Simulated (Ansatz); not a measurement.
# Y on Hf(0001): change of the work function, part 5 of 5

Aim: the work function of Hf(0001) at several coverages of Y (hcp site), and the dipole that each adsorbate carries.

Ansatz 0.2.0; plane-wave DFT, PBE, Ansatz PAW (the session's first sound run).

So far, work function, upper face (eV): step 2 (the clean slab) 4.33; step 3 (the covered slab, k-mesh 4×4×1, coverage 0.111 ML) 3.20; step 4 (adsorbate added, k-mesh 6×6×1, coverage 0.25 ML) 2.51; step 6 (the slab at 0.25 ML, atoms frozen) 2.51; step 7 (the substrate of the 0.25 ML cell alone) 4.29.

**10. The same run with other settings: basis.ecutwfc = "500 eV" and hamiltonian.dispersion = "d4"**

This step: plane-wave DFT, PBE, Ansatz PAW, but for the change named below (Ansatz 0.2.0).

System of this step: Y/Hf(0001). The cell holds 17 atoms: 16 Hf and 1 Y. Cell: a = 6.400 Å, b = 6.400 Å, c = 28.910 Å, α = 90.0°, β = 90.0°, γ = 60.0°. Vacuum lies along c.

A run with a changed input: it repeats the earlier run at 0.25 ML with basis.ecutwfc to 500 eV and hamiltonian.dispersion to d4; its output block differs too.

Contents of input.yaml:

```yaml
crystal:
  lattice:
    - [6.4, 0.0, 0.0]
    - [3.2, 5.5425625842, 0.0]
    - [0.0, 0.0, 28.9097493242]
  atoms:
    - { symbol: Hf, position: [0.3333333333, 0.3333333333, 0.3113136644] }
    - { symbol: Hf, position: [0.0, 0.0, 0.398868903] }
    - { symbol: Hf, position: [0.3333333333, 0.3333333333, 0.4902898858] }
    - { symbol: Hf, position: [0.0, 0.0, 0.5725391708] }
    - { symbol: Hf, position: [0.3333333333, 0.8333333333, 0.3113136644] }
    - { symbol: Hf, position: [0.0, 0.5, 0.398868903] }
    - { symbol: Hf, position: [0.3333333333, 0.8333333333, 0.4902898858] }
    - { symbol: Hf, position: [0.0, 0.5, 0.5725391708] }
    - { symbol: Hf, position: [0.8333333333, 0.3333333333, 0.3113136644] }
    - { symbol: Hf, position: [0.5, 0.0, 0.398868903] }
    - { symbol: Hf, position: [0.8333333333, 0.3333333333, 0.4902898858] }
    - { symbol: Hf, position: [0.5, 0.0, 0.5725391708] }
    - { symbol: Hf, position: [0.8333333333, 0.8333333333, 0.3113136644] }
    - { symbol: Hf, position: [0.5, 0.5, 0.398868903] }
    - { symbol: Hf, position: [0.8333333333, 0.8333333333, 0.4902898858] }
    - { symbol: Hf, position: [0.5, 0.5, 0.5725391708] }
    - { symbol: "Y", position: [0.3333333333, 0.3333333333, 0.6886863356] }
kpoints:
  mp_grid: { grid: [6, 6, 1] }
hamiltonian:
  xc: pbe
  dispersion: d4
scf:
  occupations: { method: fermi_dirac, width: 0.1 }
  convergence: { dr2_threshold: 1.0e-08 }
efield:
  axis: 3
  dipole_correction: true
  ramp_position: 0.97
  ramp_width: 0.06
relax:
  f_tol: 0.02
  max_steps: 60
  constraints: [{ sites: [0, 1, 4, 5, 8, 9, 12, 13] }]
output:
  bader: true
  dos: { projected: true, e_range: [-8, 4] }
  write_potential: true
  write_density: true
  volumetric_format: npy
basis:
  ecutwfc: "500 eV"
```

Run with:

```console
ansatz run input.yaml --threads 4 --pin off --max-ram 12288MiB --backend cpu --events-out ev --progress --plain --runs-dir out
```

Numbers of over 12 decimals in the logs are rounded to 6 here.

What it wrote:

```text
[...]
Crystal: 17 atoms, lattice volume = 1025.498 Å³
Basis set: ecut = 500 eV, 26055 PW (Γ), exchange–correlation on 96×96×432 points (8 copies of the dense FFT grid, shifted against one another)
Bands: 257, of which v1, the nominal top of the filled ones, is band 214 counted from 1 (213 counted from 0)
Symmetry: 6 space group operations
[...]
k-points: 7 of 36 (time reversal used)
[...]
SCF iter   1: F=—  HF=-255384.467639 eV  |F-HF|=—  |Δ(HF+E_count)|=         —  Δρ=5.77e-3  dr2=6.53e0  ethr=1.77e-3  p=0.390 e·Å  D=6.89e-2 V/Å  ΔV_dip=-1.99 eV  dr2_dipole=2.18e-1  V_vac-E_F(+/−)=2.44/4.43 eV  ⟨swp⟩=6.6  Hψ=5812  notcnv=0  defer=1
[...]
SCF iter  12: F=-255384.281374 eV  HF=-255384.281374 eV  |F-HF|=1.98e-9  |Δ(HF+E_count)|=   5.53e-8  Δρ=4.71e-7  dr2=7.04e-9  ethr=2.34e-12  p=0.318 e·Å  D=5.61e-2 V/Å  ΔV_dip=-1.62 eV  dr2_dipole=2.01e-10  V_vac-E_F(+/−)=2.75/4.37 eV  ⟨swp⟩=13.7  Hψ=13131  notcnv=0
SCF 1 converged in 12 iterations: F = -255384.281374 eV  dr2 = 7.04e-9
[...]
relax step   1: F+E_penalty+E_count = -255384.28137437 eV  Δ(F+E_penalty+E_count) = +0.000e0 eV  max|allowed force component| = 2.168e0 eV/Å  Δτ_max = 0.0000 Å  (12 SCF iters, accepted)
[...]
SCF iter  11: F=-255384.786789 eV  HF=-255384.786789 eV  |F-HF|=1.37e-9  |Δ(HF+E_count)|=   6.47e-8  Δρ=4.30e-7  dr2=3.71e-9  ethr=1.55e-12  p=0.357 e·Å  D=6.30e-2 V/Å  ΔV_dip=-1.82 eV  dr2_dipole=4.26e-11  V_vac-E_F(+/−)=2.54/4.37 eV  ⟨swp⟩=11.1  Hψ=13676  notcnv=0
WARN: dispersion: an atom stands within reach of a switch of its C6 between two reference coordination numbers of its element: through that C6 alone, e_disp changes by 0.025 eV or more while the distances to its neighbours run over a stretch of 0.05 Å that contains this geometry (sites counted from 0 in the run's list of atoms or, in a supercell that it derives, in that cell's: here a list of 17) — site 16 (Y): coordination number 1.951 (about 1.80 to 2.10 with every neighbour 0.05 Å farther or nearer), switch near 2.028 between the references 1.617 (weight 0.68) and 2.440 (weight 0.32), e_disp changing by some 0.05 eV. [rest of the remark cut]
SCF 2 converged in 11 iterations: F = -255384.786789 eV  dr2 = 3.71e-9
relax step   2: F+E_penalty+E_count = -255384.78678896 eV  Δ(F+E_penalty+E_count) = -5.054e-1 eV  max|allowed force component| = 1.488e0 eV/Å  Δτ_max = 0.1948 Å  (11 SCF iters, accepted)
SCF iter   1: F=—  HF=-255385.174385 eV  |F-HF|=—  |Δ(HF+E_count)|=         —  Δρ=2.93e-3  dr2=9.83e-1  ethr=1.40e-3  p=0.357 e·Å  D=6.30e-2 V/Å  ΔV_dip=-1.82 eV  dr2_dipole=2.11e-1  V_vac-E_F(+/−)=2.56/4.38 eV  ⟨swp⟩=3.6  Hψ=3092  notcnv=0  defer=10
[...]
SCF iter  11: F=-255385.133899 eV  HF=-255385.133898 eV  |F-HF|=1.69e-9  |Δ(HF+E_count)|=   1.20e-8  Δρ=2.53e-7  dr2=9.95e-10  ethr=2.34e-12  p=0.379 e·Å  D=6.69e-2 V/Å  ΔV_dip=-1.93 eV  dr2_dipole=2.59e-13  V_vac-E_F(+/−)=2.43/4.37 eV  ⟨swp⟩=8.1  Hψ=11421  notcnv=0
SCF 3 converged in 11 iterations: F = -255385.133899 eV  dr2 = 9.95e-10
relax step   3: F+E_penalty+E_count = -255385.13389850 eV  Δ(F+E_penalty+E_count) = -3.471e-1 eV  max|allowed force component| = 1.838e0 eV/Å  Δτ_max = 0.1949 Å  (11 SCF iters, accepted)
[...]
relax step   4: F+E_penalty+E_count = -255385.46750939 eV  Δ(F+E_penalty+E_count) = -3.336e-1 eV  max|allowed force component| = 1.075e0 eV/Å  Δτ_max = 0.1951 Å  (10 SCF iters, accepted)
[...]
relax step   5: F+E_penalty+E_count = -255385.61286313 eV  Δ(F+E_penalty+E_count) = -1.454e-1 eV  max|allowed force component| = 1.486e-1 eV/Å  Δτ_max = 0.1948 Å  (11 SCF iters, accepted)
[...]
relax step   6: F+E_penalty+E_count = -255385.63759228 eV  Δ(F+E_penalty+E_count) = -2.473e-2 eV  max|allowed force component| = 7.891e-2 eV/Å  Δτ_max = 0.1177 Å  (11 SCF iters, accepted)
SCF iter   1: F=—  HF=-255385.643823 eV  |F-HF|=—  |Δ(HF+E_count)|=         —  Δρ=8.98e-4  dr2=1.23e-1  ethr=2.09e-4  p=0.364 e·Å  D=6.42e-2 V/Å  ΔV_dip=-1.85 eV  dr2_dipole=1.36e-2  V_vac-E_F(+/−)=2.52/4.37 eV  ⟨swp⟩=2.3  Hψ=2571  notcnv=0  defer=21
[...]
SCF iter   8: F=-255385.640072 eV  HF=-255385.640072 eV  |F-HF|=1.18e-8  |Δ(HF+E_count)|=   7.01e-8  Δρ=5.81e-7  dr2=5.20e-9  ethr=2.34e-12  p=0.364 e·Å  D=6.42e-2 V/Å  ΔV_dip=-1.86 eV  dr2_dipole=6.24e-11  V_vac-E_F(+/−)=2.52/4.37 eV  ⟨swp⟩=10.7  Hψ=14035  notcnv=0
SCF 7 converged in 8 iterations: F = -255385.640072 eV  dr2 = 5.20e-9
relax step   7: F+E_penalty+E_count = -255385.64007156 eV  Δ(F+E_penalty+E_count) = -2.479e-3 eV  max|allowed force component| = 1.744e-2 eV/Å  Δτ_max = 0.0238 Å  (8 SCF iters, accepted)
[...]
SCF converged after 8 iterations
Free energy (F): -255385.640072 eV
[...]
Internal energy: -255384.925755 eV  (E = F + TS)
E sigma→0 (E₀):  -255385.282913 eV
Entropy (-TS):   -0.714317 eV (-42.019 meV/atom)
Fermi energy:    5.224582 eV
Dipole field:    D = 0.064193 V/Å  (p = 0.363800 e·Å, saw-weighted, corrected)
Work function:   Φ+ = 2.5177 eV   Φ− = 4.3735 eV
[...]
--- Forces (eV/Å), atoms counted from 1 ---
  atom   1  Hf     0.00000000    -0.00000000     0.59386636
  atom   2  Hf    -0.00000000     0.00000000    -0.43837242
  atom   3  Hf    -0.00000000     0.00000000    -0.00053039
  atom   4  Hf     0.00000000    -0.00000000     0.00478780
  atom   5  Hf     0.01827506    -0.01055111     0.67836947
  atom   6  Hf    -0.09084592     0.05244991    -0.73043308
  atom   7  Hf     0.00113704    -0.00065647     0.00258414
  atom   8  Hf    -0.00498403     0.00287753    -0.00959894
  atom   9  Hf     0.00000000     0.02110222     0.67836947
  atom  10  Hf    -0.00000000    -0.10489983    -0.73043308
  atom  11  Hf     0.00000000     0.00131294     0.00258414
  atom  12  Hf    -0.00000000    -0.00575506    -0.00959894
  atom  13  Hf    -0.01827506    -0.01055111     0.67836947
  atom  14  Hf     0.09084592     0.05244991    -0.73043308
  atom  15  Hf    -0.00113704    -0.00065647     0.00258414
  atom  16  Hf     0.00498403     0.00287753    -0.00959894
  atom  17  Y     -0.00000000     0.00000000     0.01744102
  max |Σ_I F_I| component: 4.28e-5 eV/Å
--- Band table (eV; the first three rows and the last of 7) ---
  k-point 0: bands = [... 210 lower, 5.5328, 5.5656, 5.5656, 5.5801, 5.7770, 5.7770, 5.9049, 6.2511, ... 39 higher]
  k-point 1: bands = [... 210 lower, 5.3613, 5.4611, 5.4785, 5.4889, 5.6864, 5.6918, 5.8091, 5.9688, ... 39 higher]
  k-point 2: bands = [... 210 lower, 5.0012, 5.1695, 5.2017, 5.2333, 5.3747, 5.4565, 5.4719, 5.5807, ... 39 higher]
  k-point 6: bands = [... 210 lower, 4.6935, 4.7890, 4.8221, 4.8334, 5.0521, 5.1041, 5.1710, 5.3900, ... 39 higher]
--- Relaxed structure (7 steps of the walk, 7 accepted, 0 SCFs on fresh bases) ---
  F+E_penalty+E_count = -255385.64007156 eV   max|allowed force component| = 1.744e-2 eV/Å
  atoms:
    - { symbol: Hf, position: [0.333333, 0.333333, 0.311314] }
    - { symbol: Hf, position: [1.632680918509386e-17, 1.6326809185093863e-17, 0.398869] }
    - { symbol: Hf, position: [0.333333, 0.333333, 0.485490] }
    - { symbol: Hf, position: [1.632680918509386e-17, 1.6326809185093863e-17, 0.579314] }
    - { symbol: Hf, position: [0.333333, 0.833333, 0.311314] }
    - { symbol: Hf, position: [-5.551115123125783e-17, 0.500000, 0.398869] }
    - { symbol: Hf, position: [0.327823, 0.836088, 0.490011] }
    - { symbol: Hf, position: [0.010301, 0.494849, 0.570605] }
    - { symbol: Hf, position: [0.833333, 0.333333, 0.311314] }
    - { symbol: Hf, position: [0.5, 1.6326809185093863e-17, 0.398869] }
    - { symbol: Hf, position: [0.836088, 0.327823, 0.490011] }
    - { symbol: Hf, position: [0.494849, 0.010301, 0.570605] }
    - { symbol: Hf, position: [0.833333, 0.833333, 0.311314] }
    - { symbol: Hf, position: [0.500000, 0.500000, 0.398869] }
    - { symbol: Hf, position: [0.836088, 0.836088, 0.490011] }
    - { symbol: Hf, position: [0.494849, 0.494849, 0.570605] }
    - { symbol: Y, position: [0.333333, 0.333333, 0.658314] }
--- Bader charges: 17 sites ---
  site symbol  charge [e]  shift [e]
     0     Hf     -0.0632     0.0000
     1     Hf      0.0381     0.0000
     2     Hf      0.0283     0.0000
     3     Hf      0.1669     0.0000
     4     Hf     -0.0607     0.0000
     5     Hf      0.0761     0.0000
     6     Hf      0.0578     0.0000
     7     Hf     -0.3027     0.0000
     8     Hf     -0.0607     0.0000
     9     Hf      0.0761     0.0000
    10     Hf      0.0578     0.0000
    11     Hf     -0.3030     0.0000
    12     Hf     -0.0607     0.0000
    13     Hf      0.0761     0.0000
    14     Hf      0.0578     0.0000
    15     Hf     -0.3029     0.0000
    16      Y      0.5187     0.0000
  estimated error of the sums over rays = 5.9e-4 e
```

Run time: 14 min. Hardware: 4 threads of Arm Neoverse V1, shared host; peak memory 7.2 GiB.

Relaxation path:

| step | energy less that of the first step (eV) | largest force component (eV/Å) |
| --- | --- | --- |
| 1 | 0.0000 | 2.1679 |
| 2 | -0.5054 | 1.4879 |
| 3 | -0.8525 | 1.8379 |
| 4 | -1.1861 | 1.0746 |
| 5 | -1.3315 | 0.1486 |
| 6 | -1.3562 | 0.0789 |
| 7 | -1.3587 | 0.0174 |

Forces are held to the 6 operations that the run works with; a distortion that breaks them can't arise in this run.

The atoms that moved most (Å):

| atom | dx | dy | dz | length |
| --- | --- | --- | --- | --- |
| Y17 | 0.000 | 0.000 | -0.878 | 0.878 |
| Hf4 | 0.000 | 0.000 | 0.196 | 0.196 |
| Hf3 | 0.000 | 0.000 | -0.139 | 0.139 |
| Hf12 | 0.000 | 0.057 | -0.056 | 0.080 |
| Hf8 | 0.049 | -0.029 | -0.056 | 0.080 |
| Hf16 | -0.049 | -0.029 | -0.056 | 0.080 |
| Hf15 | 0.026 | 0.015 | -0.008 | 0.032 |
| Hf7 | -0.026 | 0.015 | -0.008 | 0.032 |

Final coordinates:

```cif
data_structure
_symmetry_space_group_name_H-M 'P 1'
_symmetry_Int_Tables_number 1
_cell_length_a 6.4000
_cell_length_b 6.4000
_cell_length_c 28.9097
_cell_angle_alpha 90.000
_cell_angle_beta 90.000
_cell_angle_gamma 60.000
_cell_volume 1025.50
loop_
_atom_site_label
_atom_site_type_symbol
_atom_site_fract_x
_atom_site_fract_y
_atom_site_fract_z
_atom_site_occupancy
Hf1 Hf 0.33333 0.33333 0.31131 1
Hf2 Hf 0.00000 0.00000 0.39887 1
Hf3 Hf 0.33333 0.33333 0.48549 1
Hf4 Hf 0.00000 0.00000 0.57931 1
Hf5 Hf 0.33333 0.83333 0.31131 1
Hf6 Hf 0.00000 0.50000 0.39887 1
Hf7 Hf 0.32782 0.83609 0.49001 1
Hf8 Hf 0.01030 0.49485 0.57060 1
Hf9 Hf 0.83333 0.33333 0.31131 1
Hf10 Hf 0.50000 0.00000 0.39887 1
Hf11 Hf 0.83609 0.32782 0.49001 1
Hf12 Hf 0.49485 0.01030 0.57060 1
Hf13 Hf 0.83333 0.83333 0.31131 1
Hf14 Hf 0.50000 0.50000 0.39887 1
Hf15 Hf 0.83609 0.83609 0.49001 1
Hf16 Hf 0.49485 0.49485 0.57060 1
Y17 Y 0.33333 0.33333 0.65831 1
```

This step gave:

```yaml
energy_at_zero_smearing: -255385.2829 eV
work_function_upper_face: 2.518 eV
work_function_lower_face: 4.373 eV
dipole_along_the_normal: 0.3638 e·Å
step_between_the_vacuum_levels: -1.856 eV
```

The density of states has structure finer than the step of the table below, so its rows give means over 0.25 eV, whole bins alone (the curve runs from -8 to 1.98 eV). Peaks (eV: height): -1.080: 47.1, -0.900: 50.5, 0.180: 43.7, 1.170: 48.0, 1.470: 64.6, 1.560: 61.9, 1.740: 61.4.

Table of density of states by energy, zero at the Fermi level; means over each step:

| energy (eV) | density of states (states/eV a cell) |
| --- | --- |
| -7.00 | 0.00562 |
| -6.75 | 0.856 |
| -6.50 | 0.987 |
| -6.25 | 1.11 |
| -6.00 | 1.12 |
| -5.75 | 2.13 |
| -5.50 | 2.99 |
| -5.25 | 2.16 |
| -5.00 | 2.21 |
| -4.75 | 3.60 |
| -4.50 | 3.76 |
| -4.25 | 3.29 |
| -4.00 | 3.62 |
| -3.75 | 9.95 |
| -3.50 | 3.92 |
| -3.25 | 12.6 |
| -3.00 | 9.54 |
| -2.75 | 10.8 |
| -2.50 | 16.1 |
| -2.25 | 14.1 |
| -2.00 | 11.5 |
| -1.75 | 8.96 |
| -1.50 | 17.6 |
| -1.25 | 20.0 |
| -1.00 | 30.7 |
| -0.75 | 15.5 |
| -0.50 | 19.3 |
| -0.25 | 24.6 |
| 0.00 | 18.8 |
| 0.25 | 25.3 |
| 0.50 | 25.6 |
| 0.75 | 28.9 |
| 1.00 | 31.5 |
| 1.25 | 29.8 |
| 1.50 | 26.1 |
| 1.75 | 26.4 |

Projected DOS per atom over height of the atomic layer and energy from the Fermi level. Layers: Hf4 Hf4 Hf4 Hf4 Y from below.

Ten even steps from '0' (0.00 states/eV) to '9' (3.90 states/eV), each cell a mean:
```
22336
23449
43339
42236
42223
32234
34332
22233
11110
12210
11110
11210
11110
00000
00000
00000
00000
00000
00000
00000
00000
00000
```
Columns: height of the atomic layer (Å) from 9 to 19.0; rows upwards: energy from the Fermi level (eV) from -7.96 to 1.95.

| quantity | this run | earlier run | difference |
| --- | --- | --- | --- |
| work function, upper face (eV) | 2.518 | 2.508 | 0.010 |
| work function, lower face (eV) | 4.373 | 4.371 | 0.0021 |
| dipole along the normal (e·Å) | 0.3638 | 0.3654 | -0.0016 |

What moves beyond 0.01 in its unit (for the dipole 0.5 % and 5e-5 e·Å): work function, upper face (+0.01 eV).

**11. The same run with other settings**

This step: plane-wave DFT, PBE, Ansatz PAW (Ansatz 0.2.0).

System of this step: Hf(0001). The cell holds 4 atoms: 4 Hf. Its edges and angles: a = 3.200 Å, b = 3.200 Å, c = 25.594 Å, α = 90.0°, β = 90.0°, γ = 60.0°. Vacuum lies along c.

An input spoilt on purpose, to show how the run answers: it repeats the earlier run at 0 ML with efield.amplitude to 0 and efield.dipole_correction from true to false, and scf.max_iter set to 100.

Contents of input.yaml:

```yaml
crystal:
  lattice:
    - [3.2, 0.0, 0.0]
    - [1.6, 2.7712812921, 0.0]
    - [0.0, 0.0, 25.5936]
  atoms:
    - { symbol: Hf, position: [0.6666666667, 0.6666666667, 0.3516504126] }
    - { symbol: Hf, position: [0.0, 0.0, 0.4505501375] }
    - { symbol: Hf, position: [0.6666666667, 0.6666666667, 0.5494498625] }
    - { symbol: Hf, position: [0.0, 0.0, 0.6483495874] }
kpoints:
  mp_grid: { grid: [11, 11, 1] }
hamiltonian:
  xc: pbe
scf:
  occupations: { method: fermi_dirac, width: 0.1 }
  convergence: { dr2_threshold: 1.0e-08 }
  max_iter: 100
efield:
  axis: 3
  dipole_correction: false
  ramp_position: 0.97
  ramp_width: 0.06
  amplitude: 0
relax:
  f_tol: 0.02
  max_steps: 60
  constraints: [{ sites: [0, 1] }]
output:
  write_potential: true
  write_density: true
  volumetric_format: npy
```

What it wrote:

```text
Error: invalid value for `efield.amplitude`: is zero with dipole_correction: false — the section would apply nothing; set a non-zero amplitude, enable dipole_correction, or remove the block
```

Wall time 0.02 s (4 threads); peak memory 0.031 GiB.

The input was rejected at the start.

The program's message: “Error: invalid value for `efield.amplitude`: is zero with dipole_correction: false — the section would apply nothing; set a non-zero amplitude, enable dipole_correction, or remove the block”

The fault put into the input: a field block that applies nothing.

**12. Results**

| Quantity | Value |
| --- | --- |
| work function of the clean face | 4.33 eV |
| work function at 0.11 ML | 3.20 eV |
| work function at 0.25 ML | 2.51 eV |
| dipole per adsorbate at 0.11 ML, positive end outwards | 2.37 D |
| step of the potential from the moved charge at 0.25 ML, upper less lower side, atoms held | -1.77 eV |

What this shows: Y lowers the work function of Hf(0001) at the lowest coverage, by 1.12 eV: the adsorbate layer has its positive end outwards. The slab has 4 layers, at the tabulated experimental lattice constant, one starting site was run, and quantum-size effects of a slab this thin can reach one or two tenths of an eV. The main runs have no spin polarisation; a magnetic state could lie lower and would change these results.

[Logs are printed without paths, hosts, clocks, repeated set-up lines and the standing remarks that a program may print on its own settings, such as how far it seeks lower states.]

[Hosts, paths, dates, database ids (printed as entryN), source tags and the programs' standing remarks are cut or masked in the printed files.]

[Maps of the electrostatic potential energy from Ansatz leave out the sawtooth potential of an applied field or a dipole correction, so their vacuum need not be flat; planar profiles and work functions include it.]

[The density of states shown here was stored with 400 of the rows of the run's finer table, so its peaks can read low, often by over a quarter, or be missed, and its means over a window can be off by a tenth or more.]
